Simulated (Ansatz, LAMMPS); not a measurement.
# Charge trapping in glassy 58ZnO-42GeO2 (mol %) (104 atoms)

Aim: add and remove one electron in glassy 58ZnO-42GeO2 (mol %) (104 atoms), with atoms held and relaxed, and read trapping energy and localisation.

Program: Ansatz 0.2.0. Level of theory: Kohn-Sham DFT, LDA, PAW (set soft_2), plane waves. Values are calculated unless marked as measured.

### 1. The system as given

The cell holds 104 atoms: 25 Zn, 18 Ge and 61 O. Its edges and angles: a = 11.290 Å, b = 11.290 Å, c = 11.290 Å, α = 90.0°, β = 90.0°, γ = 90.0°. 104 atoms (25 Zn, 18 Ge, 61 O) placed at random at 4.35 g/cm³, melted at 4000 K for 10 ps at fixed volume with the Morse and Coulomb pair potential with partial charges (Pedone, Malavasi, Menziani, Cormack and Segre, J. Phys. Chem. B 110, 11780 (2006)). Quenched from 4000 K to 300 K at 200 K/ps and fixed volume, held 10 ps at zero pressure.

What the set-up can't give: The quench rate of 200 K/ps far exceeds what a furnace or splat quench reaches, so expect more defects and frozen-in strain than in a real sample. The network of bonds at the start is that of the classical potential that made the cell, and needn't be the one that DFT or experiment would give. Sampling is at Γ alone, for a cell whose shortest periodic width is 11 Å.

### 2. Single point at the start

A single point comes first, to see the forces before anything moves.

input.yaml

```yaml
crystal:
  lattice:
    - [11.28964, 0.0, 0.0]
    - [0.0, 11.28964, 0.0]
    - [0.0, 0.0, 11.28964]
  atoms:
    - { symbol: Zn, position: [0.29178, 0.85393, 0.19235] }
    - { symbol: Zn, position: [0.86857, 0.57188, 0.02981] }
    - { symbol: Zn, position: [0.26104, 0.41442, 0.6587] }
    - { symbol: Zn, position: [0.2599, 0.93822, 0.93066] }
    - { symbol: Zn, position: [0.00328, 0.48373, 0.73237] }
    - { symbol: Zn, position: [0.3941, 0.24612, 0.4779] }
    - { symbol: Zn, position: [0.70908, 0.92127, 0.77108] }
    - { symbol: Zn, position: [0.85218, 0.24497, 0.55486] }
    - { symbol: Zn, position: [0.71092, 0.35582, 0.70168] }
    - { symbol: Zn, position: [0.93081, 0.47133, 0.26146] }
    - { symbol: Zn, position: [0.00609, 0.96507, 0.13556] }
    - { symbol: Zn, position: [0.18418, 0.24309, 0.80335] }
    - { symbol: Zn, position: [0.12517, 0.13038, 0.61457] }
    - { symbol: Zn, position: [0.17105, 0.84957, 0.68968] }
    - { symbol: Zn, position: [0.92997, 0.17033, 0.35263] }
    - { symbol: Zn, position: [0.64472, 0.70511, 0.815] }
    - { symbol: Zn, position: [0.21934, 0.34238, 0.1937] }
    - { symbol: Zn, position: [0.40873, 0.70603, 0.36115] }
    - { symbol: Zn, position: [0.36452, 0.71221, 0.72395] }
    - { symbol: Zn, position: [0.89264, 0.82471, 0.90084] }
    - { symbol: Zn, position: [0.84268, 0.50629, 0.554] }
    - { symbol: Zn, position: [0.44972, 0.46566, 0.37323] }
    - { symbol: Zn, position: [0.58563, 0.80482, 0.54539] }
    - { symbol: Zn, position: [0.11244, 0.32559, 0.44879] }
    - { symbol: Zn, position: [0.16738, 0.16188, 0.02714] }
    - { symbol: Ge, position: [0.69399, 0.58, 0.33511] }
    - { symbol: Ge, position: [0.21193, 0.11462, 0.29077] }
    - { symbol: Ge, position: [0.51579, 0.51834, 0.64168] }
    - { symbol: Ge, position: [0.93392, 0.75754, 0.67927] }
    - { symbol: Ge, position: [0.53754, 0.42586, 0.92422] }
    - { symbol: Ge, position: [0.56972, 0.10727, 0.62947] }
    - { symbol: Ge, position: [0.8495, 0.88619, 0.43189] }
    - { symbol: Ge, position: [0.33536, 0.97008, 0.48809] }
    - { symbol: Ge, position: [0.03368, 0.72755, 0.25887] }
    - { symbol: Ge, position: [0.94538, 0.09662, 0.88408] }
    - { symbol: Ge, position: [0.74136, 0.77927, 0.11558] }
    - { symbol: Ge, position: [0.52045, 0.93395, 0.02205] }
    - { symbol: Ge, position: [0.18495, 0.6021, 0.4927] }
    - { symbol: Ge, position: [0.12582, 0.47336, 0.954] }
    - { symbol: Ge, position: [0.42995, 0.16463, 0.88582] }
    - { symbol: Ge, position: [0.77571, 0.29964, 0.04524] }
    - { symbol: Ge, position: [0.66503, 0.278, 0.30455] }
    - { symbol: Ge, position: [0.36573, 0.56514, 0.11027] }
    - { symbol: O, position: [0.61795, 0.87442, 0.12422] }
    - { symbol: O, position: [0.44523, 0.07894, 0.53241] }
    - { symbol: O, position: [0.71559, 0.81043, 0.44233] }
    - { symbol: O, position: [0.85521, 0.98473, 0.84315] }
    - { symbol: O, position: [0.72062, 0.67234, 0.21828] }
    - { symbol: O, position: [0.04835, 0.03464, 0.98418] }
    - { symbol: O, position: [0.14061, 0.46624, 0.54375] }
    - { symbol: O, position: [0.02766, 0.80583, 0.78628] }
    - { symbol: O, position: [0.85994, 0.20156, 0.96164] }
    - { symbol: O, position: [0.66858, 0.49348, 0.57695] }
    - { symbol: O, position: [0.06668, 0.07572, 0.2552] }
    - { symbol: O, position: [0.26621, 0.16976, 0.16033] }
    - { symbol: O, position: [0.61755, 0.96427, 0.63755] }
    - { symbol: O, position: [0.57969, 0.45924, 0.7806] }
    - { symbol: O, position: [0.36681, 0.69199, 0.19397] }
    - { symbol: O, position: [0.67308, 0.36728, 0.96401] }
    - { symbol: O, position: [0.49748, 0.15139, 0.7537] }
    - { symbol: O, position: [0.10902, 0.66436, 0.37721] }
    - { symbol: O, position: [0.30324, 0.84783, 0.79491] }
    - { symbol: O, position: [0.80341, 0.27838, 0.38536] }
    - { symbol: O, position: [0.83629, 0.02584, 0.39627] }
    - { symbol: O, position: [0.06682, 0.36098, 0.28431] }
    - { symbol: O, position: [0.92189, 0.85548, 0.56171] }
    - { symbol: O, position: [0.99283, 0.53449, 0.91126] }
    - { symbol: O, position: [0.95377, 0.61312, 0.63208] }
    - { symbol: O, position: [0.69312, 0.1995, 0.62895] }
    - { symbol: O, position: [0.40952, 0.84176, 0.46941] }
    - { symbol: O, position: [0.37438, 0.53822, 0.70873] }
    - { symbol: O, position: [0.74815, 0.68956, 0.9804] }
    - { symbol: O, position: [0.93036, 0.82164, 0.3196] }
    - { symbol: O, position: [0.13546, 0.33623, 0.0269] }
    - { symbol: O, position: [0.01612, 0.20296, 0.51728] }
    - { symbol: O, position: [0.21414, 0.97824, 0.57858] }
    - { symbol: O, position: [0.28688, 0.99154, 0.34143] }
    - { symbol: O, position: [0.70564, 0.23568, 0.16533] }
    [... 20 atom lines left out ...]
    - { symbol: O, position: [0.86344, 0.87112, 0.08843] }
    - { symbol: O, position: [0.87765, 0.38304, 0.66677] }
    - { symbol: O, position: [0.28327, 0.12678, 0.88916] }
    - { symbol: O, position: [0.45987, 0.39964, 0.54943] }
    - { symbol: O, position: [0.24914, 0.24409, 0.64207] }
    - { symbol: O, position: [0.23615, 0.54811, 0.02604] }
kpoints:
  mp_grid: { grid: [1, 1, 1] }
hamiltonian:
  xc: lda
scf:
  occupations: { method: fixed }
output:
  forces: true
```

The run is started by

```
> ansatz run input.yaml --threads 4 --pin off --max-ram 8192MiB --backend cpu --events-out ev --progress --plain --runs-dir out
```

The program printed:

```text
[...]
Pseudopotentials: kind: paw
Pseudopotential: Zn, paw, valence charge 12, recommended cutoff 420 eV (normal), Zn.paw.azcp
Pseudopotential: Ge, paw, valence charge 14, recommended cutoff 420 eV (normal), Ge.paw.azcp
Pseudopotential: O, paw, valence charge 6, recommended cutoff 420 eV (normal), O.paw.azcp
[...]
Crystal: 104 atoms, lattice volume = 1438.932 Å³
Basis set: ecut = 420 eV, 28113 PW (Γ)
Bands: 563, of which v1, the nominal top of the filled ones, is band 459 counted from 1 (458 counted from 0)
Symmetry: 1 space group operations
Space group: P1 (ITA 1), of the structure as read, at distance tolerance 1.1e-4 Å
k-points: 1
[...]
Initial density: superposition of atomic densities (neutral atoms: chi_scale 0, normalization atom), corrected by the library's trained network
Initial wavefunctions: pseudopotential atomic-orbital guess
[...]
SCF iter   1: F=—  HF=-190896.732315 eV  |F-HF|=—  |Δ(HF+E_count)|=         —  Δρ=1.61e-2  dr2=3.36e0  ethr=1.77e-3  ⟨swp⟩=5.0  Hψ=1820  notcnv=0  defer=102
preconditioner: auto → Resta (q_TF=auto, 2.531 Å⁻¹)  ε∞=4.2  [insulator: Δε(μ)=0.758 eV  Ē_g=16.547 eV  n_scr=388 (ndim 8)  ℏωp=29.7 eV  f_vac=0.185  ε∞_Penn≈4.2]
[...]
SCF iter  10: F=—  HF=-190895.771958 eV  |F-HF|=—  |Δ(HF+E_count)|=   7.93e-7  Δρ=9.60e-6  dr2=1.24e-6  ethr=2.16e-10  ⟨swp⟩=2.0  Hψ=926  notcnv=0  defer=97
SCF iter  11: F=-190895.771958 eV  HF=-190895.771958 eV  |F-HF|=5.63e-8  |Δ(HF+E_count)|=   1.36e-7  Δρ=1.84e-6  dr2=8.87e-8  ethr=1.09e-11  ⟨swp⟩=2.0  Hψ=1855  notcnv=0
SCF 1 converged in 11 iterations: F = -190895.771958 eV  dr2 = 8.87e-8
[...]
SCF converged after 11 iterations
Free energy (F): -190895.771958 eV
Harris-Foulkes:  -190895.771958 eV  (|F-HF|=5.63e-8)
Internal energy: -190895.771958 eV  (E = F + TS)
E sigma→0 (E₀):  -190895.771958 eV
Fermi energy:    4.980773 eV
--- Per-component energies (eV) ---
[...]
Σ components = -190895.771958   (vs F -190895.771958, Δ=0.00e0)
--- Forces (eV/Å), atoms counted from 1 ---
  atom   1  Zn    -0.61043632    -0.63445148    -0.29765571
  atom   2  Zn     0.17246445    -0.45634508     0.06806820
  atom   3  Zn     1.16614772     0.45507260     0.04405363
  atom   4  Zn     0.77537895    -0.05102232    -1.49854462
[...]
atom 104  O      0.05745482     1.47134911    -0.23833482
  max |Σ_I F_I| component: 1.48e-4 eV/Å
```

Run time: 16 s. Hardware: 4 threads of Intel Xeon Platinum 8375C at 2.90GHz (Ice Lake), shared host; peak memory 2.2 GiB.

The column dr2 measures how far the density is from self-consistency, as an energy; F and HF (Harris–Foulkes) agree once it is small.

The r.m.s. force at the start is 0.94 eV/Å.

### 3. Relaxation

The atoms are relaxed in the fixed cell, aiming at the force tolerance of the input.

input.yaml

```yaml
crystal:
  lattice:
    - [11.28964, 0.0, 0.0]
    - [0.0, 11.28964, 0.0]
    - [0.0, 0.0, 11.28964]
  atoms:
    [... the 104 atom lines of step 2 ...]
kpoints:
  mp_grid: { grid: [1, 1, 1] }
hamiltonian:
  xc: lda
scf:
  occupations: { method: fixed }
output:
  forces: true
relax:
  f_tol: 0.05
  max_steps: 120
```

The program printed:

```text
[...]
Crystal: 104 atoms, lattice volume = 1438.932 Å³
Basis set: ecut = 420 eV, 28113 PW (Γ)
Bands: 563, of which v1, the nominal top of the filled ones, is band 459 counted from 1 (458 counted from 0)
Symmetry: 1 space group operations
[...]
k-points: 1
[...]
SCF iter   1: F=—  HF=-190896.732314 eV  |F-HF|=—  |Δ(HF+E_count)|=         —  Δρ=1.61e-2  dr2=3.36e0  ethr=1.77e-3  ⟨swp⟩=5.0  Hψ=1820  notcnv=0  defer=102
[...]
SCF iter   6: F=—  HF=-190895.771972 eV  |F-HF|=—  |Δ(HF+E_count)|=   7.02e-6  Δρ=1.51e-4  dr2=3.85e-4  ethr=1.24e-7  ⟨swp⟩=2.0  Hψ=924  notcnv=0  defer=102
SCF iter   7: F=-190895.771937 eV  HF=-190895.771954 eV  |F-HF|=1.73e-5  |Δ(HF+E_count)|=   1.75e-5  Δρ=5.34e-5  dr2=4.29e-5  ethr=6.81e-9  ⟨swp⟩=2.0  Hψ=1819  notcnv=0
SCF 1 converged in 7 iterations: F = -190895.771937 eV  dr2 = 4.29e-5
[...]
relax step   1: F+E_penalty+E_count = -190895.77193715 eV  Δ(F+E_penalty+E_count) = +0.000e0 eV  max|allowed force component| = 3.356e0 eV/Å  Δτ_max = 0.0000 Å  (7 SCF iters, dr2 threshold 6.25e-5 eV, accepted)
[...]
relax step   2: F+E_penalty+E_count = -190900.42860161 eV  Δ(F+E_penalty+E_count) = -4.657e0 eV  max|allowed force component| = 1.655e0 eV/Å  Δτ_max = 0.1617 Å  (8 SCF iters, dr2 threshold 1.00e-4 eV, accepted)
[...]
relax step   3: F+E_penalty+E_count = -190902.89285563 eV  Δ(F+E_penalty+E_count) = -2.464e0 eV  max|allowed force component| = 5.162e-1 eV/Å  Δτ_max = 0.1945 Å  (8 SCF iters, dr2 threshold 1.00e-4 eV, accepted)
relax step   4: F+E_penalty+E_count = -190903.49615056 eV  Δ(F+E_penalty+E_count) = -6.033e-1 eV  max|allowed force component| = 4.200e-1 eV/Å  Δτ_max = 0.2000 Å  (8 SCF iters, dr2 threshold 2.59e-5 eV, accepted)
relax step   5: F+E_penalty+E_count = -190903.90212358 eV  Δ(F+E_penalty+E_count) = -4.060e-1 eV  max|allowed force component| = 2.926e-1 eV/Å  Δτ_max = 0.1943 Å  (8 SCF iters, dr2 threshold 1.72e-5 eV, accepted)
relax step   6: F+E_penalty+E_count = -190904.16181821 eV  Δ(F+E_penalty+E_count) = -2.597e-1 eV  max|allowed force component| = 2.081e-1 eV/Å  Δτ_max = 0.2000 Å  (7 SCF iters, dr2 threshold 4.16e-5 eV, accepted)
relax step   7: F+E_penalty+E_count = -190904.37113142 eV  Δ(F+E_penalty+E_count) = -2.093e-1 eV  max|allowed force component| = 1.413e-1 eV/Å  Δτ_max = 0.2000 Å  (8 SCF iters, dr2 threshold 2.10e-5 eV, accepted)
relax step   8: F+E_penalty+E_count = -190904.47776707 eV  Δ(F+E_penalty+E_count) = -1.066e-1 eV  max|allowed force component| = 1.865e-1 eV/Å  Δτ_max = 0.2000 Å  (8 SCF iters, dr2 threshold 9.20e-6 eV, accepted)
relax step   9: F+E_penalty+E_count = -190904.52657476 eV  Δ(F+E_penalty+E_count) = -4.881e-2 eV  max|allowed force component| = 2.226e-1 eV/Å  Δτ_max = 0.1947 Å  (7 SCF iters, dr2 threshold 1.60e-5 eV, accepted)
relax step  10: F+E_penalty+E_count = -190904.60373203 eV  Δ(F+E_penalty+E_count) = -7.716e-2 eV  max|allowed force component| = 1.129e-1 eV/Å  Δτ_max = 0.2000 Å  (7 SCF iters, dr2 threshold 4.96e-5 eV, accepted)
relax step  11: F+E_penalty+E_count = -190904.62445203 eV  Δ(F+E_penalty+E_count) = -2.072e-2 eV  max|allowed force component| = 1.737e-1 eV/Å  Δτ_max = 0.2000 Å  (9 SCF iters, dr2 threshold 3.28e-6 eV, accepted)
relax step  12: F+E_penalty+E_count = -190904.67261913 eV  Δ(F+E_penalty+E_count) = -4.817e-2 eV  max|allowed force component| = 1.246e-1 eV/Å  Δτ_max = 0.2000 Å  (8 SCF iters, dr2 threshold 7.76e-6 eV, accepted)
relax step  13: F+E_penalty+E_count = -190904.69063517 eV  Δ(F+E_penalty+E_count) = -1.802e-2 eV  max|allowed force component| = 3.645e-1 eV/Å  Δτ_max = 0.1967 Å  (7 SCF iters, dr2 threshold 7.99e-6 eV, accepted)
relax step  14: F+E_penalty+E_count = -190904.76729153 eV  Δ(F+E_penalty+E_count) = -7.666e-2 eV  max|allowed force component| = 2.555e-1 eV/Å  Δτ_max = 0.2000 Å  (7 SCF iters, dr2 threshold 6.83e-5 eV, accepted)
relax step  15: F+E_penalty+E_count = -190904.78500714 eV  Δ(F+E_penalty+E_count) = -1.772e-2 eV  max|allowed force component| = 6.802e-1 eV/Å  Δτ_max = 0.1923 Å  (7 SCF iters, dr2 threshold 3.21e-5 eV, accepted)
relax step  16: F+E_penalty+E_count = -190904.84473668 eV  Δ(F+E_penalty+E_count) = -5.973e-2 eV  max|allowed force component| = 3.188e-1 eV/Å  Δτ_max = 0.2000 Å  (7 SCF iters, dr2 threshold 1.00e-4 eV, accepted)
relax step  17: F+E_penalty+E_count = -190904.90684435 eV  Δ(F+E_penalty+E_count) = -6.211e-2 eV  max|allowed force component| = 1.608e-1 eV/Å  Δτ_max = 0.2000 Å  (7 SCF iters, dr2 threshold 2.23e-5 eV, accepted)
relax step  18: F+E_penalty+E_count = -190904.92412895 eV  Δ(F+E_penalty+E_count) = -1.728e-2 eV  max|allowed force component| = 1.118e-1 eV/Å  Δτ_max = 0.2000 Å  (8 SCF iters, dr2 threshold 5.68e-6 eV, accepted)
relax step  19: F+E_penalty+E_count = -190904.94224293 eV  Δ(F+E_penalty+E_count) = -1.811e-2 eV  max|allowed force component| = 1.677e-1 eV/Å  Δτ_max = 0.2000 Å  (9 SCF iters, dr2 threshold 3.18e-6 eV, accepted)
relax step  20: F+E_penalty+E_count = -190904.98922512 eV  Δ(F+E_penalty+E_count) = -4.698e-2 eV  max|allowed force component| = 6.293e-2 eV/Å  Δτ_max = 0.2000 Å  (7 SCF iters, dr2 threshold 1.36e-5 eV, accepted)
relax step  21: F+E_penalty+E_count = -190905.02721385 eV  Δ(F+E_penalty+E_count) = -3.799e-2 eV  max|allowed force component| = 7.408e-2 eV/Å  Δτ_max = 0.2000 Å  (11 SCF iters, accepted)
relax step  22: F+E_penalty+E_count = -190905.00692224 eV  Δ(F+E_penalty+E_count) = +2.029e-2 eV  max|allowed force component| = 2.466e-1 eV/Å  Δτ_max = 0.1954 Å  (11 SCF iters, rejected (line search))
relax step  23: F+E_penalty+E_count = -190905.03798865 eV  Δ(F+E_penalty+E_count) = -1.077e-2 eV  max|allowed force component| = 8.045e-2 eV/Å  Δτ_max = 0.0977 Å  (11 SCF iters, accepted)
relax step  24: F+E_penalty+E_count = -190905.04508688 eV  Δ(F+E_penalty+E_count) = -7.098e-3 eV  max|allowed force component| = 3.316e-2 eV/Å  Δτ_max = 0.0604 Å  (7 SCF iters, dr2 threshold 6.47e-6 eV, accepted)
[...]
relax step  25: F+E_penalty+E_count = -190905.04508780 eV  Δ(F+E_penalty+E_count) = -9.174e-7 eV  max|allowed force component| = 3.357e-2 eV/Å  Δτ_max = 0.0000 Å  (4 SCF iters, accepted)
SCF converged after 4 iterations
Free energy (F): -190905.045088 eV
[...]
Internal energy: -190905.045088 eV  (E = F + TS)
E sigma→0 (E₀):  -190905.045088 eV
Fermi energy:    5.056032 eV
[...]
Σ components = -190905.045088   (vs F -190905.045088, Δ=0.00e0)
--- Forces (eV/Å), atoms counted from 1 ---
  atom   1  Zn    -0.00914685    -0.00046769     0.00964022
  atom   2  Zn    -0.00396397     0.00881230    -0.00101940
  atom   3  Zn    -0.01232074    -0.00585046     0.00566360
  atom   4  Zn     0.02743486    -0.00483020     0.00040786
[...]
atom 104  O      0.00879844    -0.00467198    -0.00113288
  max |Σ_I F_I| component: 1.11e-4 eV/Å
--- Relaxed structure (25 steps of the walk, 24 accepted, 0 SCFs on fresh bases) ---
  F+E_penalty+E_count = -190905.04508780 eV   max|allowed force component| = 3.357e-2 eV/Å
  atoms:
    - { symbol: Zn, position: [0.288349, 0.807653, 0.127938] }
    - { symbol: Zn, position: [0.864409, 0.561382, 0.043638] }
    - { symbol: Zn, position: [0.269560, 0.415654, 0.675930] }
    - { symbol: Zn, position: [0.296746, 0.944896, 0.875266] }
[...]
- { symbol: O, position: [0.231379, 0.572363, 0.00649713] }
```

Wall time 4.6 min (4 threads); peak memory 2.2 GiB; 18 min of CPU time.

The relaxation converged after 25 steps, 9.27 eV below its start, with a largest force component of 0.034 eV/Å.

(Continued in part 2 of 4.)

[Long decimals in the printed logs are rounded to 6 places.]

[Logs are printed without paths, hosts, clocks, repeated set-up lines and the standing remarks that a program may print on its own settings, such as how far it seeks lower states.]

[Hosts, paths, dates, database ids (printed as entryN), source tags and the programs' standing remarks are cut or masked in the printed files.]
